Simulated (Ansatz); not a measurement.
**What do other settings change for TiO2(101) slab with HCOO (88 atoms)?**

The cell holds 88 atoms: 24 Ti, 56 O, 4 C and 4 H. Cell: a = 11.355 Å, b = 10.239 Å, c = 23.509 Å, α = 90.0°, β = 90.0°, γ = 90.0°. It derives from TiO2 (anatase). Anatase TiO2 (cell 3.785, 3.785, 9.514, 90, 90, 90), (101) slab of 2 repeat layers, 3 x 1 surface cells, 14 Å of vacuum; atoms within 2.11 Å of the bottom held; 4 HCOO on bridge sites; displaced by a Gaussian of 0.03 Å. Regions: slab, 72 atoms (24 Ti and 48 O); HCOO adsorbates, 16 atoms (4 C, 8 O and 4 H). Vacuum lies along c.

Geometry: as built.

Reference run: Kohn-Sham DFT, PBE+D4, PAW (set soft_2), plane waves (Ansatz 0.2.0), cutoff 420 eV, k-mesh 3×4×1, gaussian smearing of 0.05 eV.

| Item | Value |
| --- | --- |
| r.m.s. force component | 1.544 eV/Å |
| spacing of highest filled and lowest empty level | 0.0181 eV |
| SCF cycles | 61 |
| time | 17 s on 1 × NVIDIA H100 80GB HBM3 with 5 threads of AMD EPYC 7R13 (Zen 3), shared host |

**Question.** The cell is repeated and solved at Γ. How do error, time and memory go?
- plane waves, 88 atoms (1×1×1)
- support functions, 88 atoms (1×1×1)
- plane waves, 176 atoms (1×2×1)
- support functions, 176 atoms (1×2×1)
- plane waves, 352 atoms (2×2×1)
- support functions, 352 atoms (2×2×1)
- support functions, 792 atoms (3×3×1)
- support functions, 1408 atoms (4×4×1)

Differences are against the typed cell on a 3×4×1 mesh, which samples like Γ on 1056 atoms (r.m.s. force component 1.54 eV/Å). Every repeated cell is solved at Γ, and forces are averaged over the copies of each atom. Hardware: 1 × NVIDIA H100 80GB HBM3 with 5 threads of AMD EPYC 7R13 (Zen 3), shared host.

```csv
atoms,repeats,basis,"Δ force, r.m.s. (meV/Å)",Δ energy (meV/atom),less plane waves of the same size (meV/atom),spread among copies (meV/Å),SCF cycles,time,host memory (GiB),planned on the GPU (GiB)
88,1×1×1,plane waves,24.0,-1.96,-,-,46,3.6 s,1.5,5.3
88,1×1×1,support functions,24.4,-7.56,-5.6,-,31,9.7 s,1.6,5.7
176,1×2×1,plane waves,21.2,-0.880,-,0,59,8.1 s,2.1,12
176,1×2×1,support functions,21.7,-6.46,-5.6,0.046,33,16 s,2.4,10
352,2×2×1,plane waves,0.275,-0.0352,-,0,64,24 s,2.5,38
352,2×2×1,support functions,3.15,-5.59,-5.6,0.06,33,26 s,3.1,18
792,3×3×1,support functions,3.23,-5.57,-,0.055,35,62 s,5.4,35
1408,4×4×1,support functions,3.18,-5.57,-,0.06,37,2.3 min,9.7,65
```

Repeating the cell at Γ samples more k-points: in plane waves the energy difference from the dense mesh goes from -1.96 meV/atom at 88 atoms to -0.0352 at 352, and the force difference from 24 to 0.28 meV/Å. With plane waves, the time grows as the 1.6 power of the atom count between the two largest sizes, 176 and 352 atoms. The smaller run is short enough for fixed overheads to flatten this slope. With support functions, the time grows as the 1.4 power of the atom count between the two largest sizes, 792 and 1408 atoms. At equal size the support functions lie 5.6 meV/atom below plane waves, likely because their grid holds more waves than 420 eV; no run tests this. Support functions take 2.7 times the time of plane waves at 88 atoms and 1.1 times at 352, so no crossover is reached among the sizes that both ran. Each time is a single run, so ratios and crossover are rough. The bases also began from different starting densities. At the largest size the support functions' forces differ from the reference by 0.21 % of the r.m.s. force, which holds the difference of sampling between the two as well as that of the basis.

[Logs are printed without paths, hosts, clocks, repeated set-up lines and the standing remarks that a program may print on its own settings, such as how far it seeks lower states.]

[Hosts, paths, dates, database ids (printed as entryN), source tags and the programs' standing remarks are cut or masked in the printed files.]
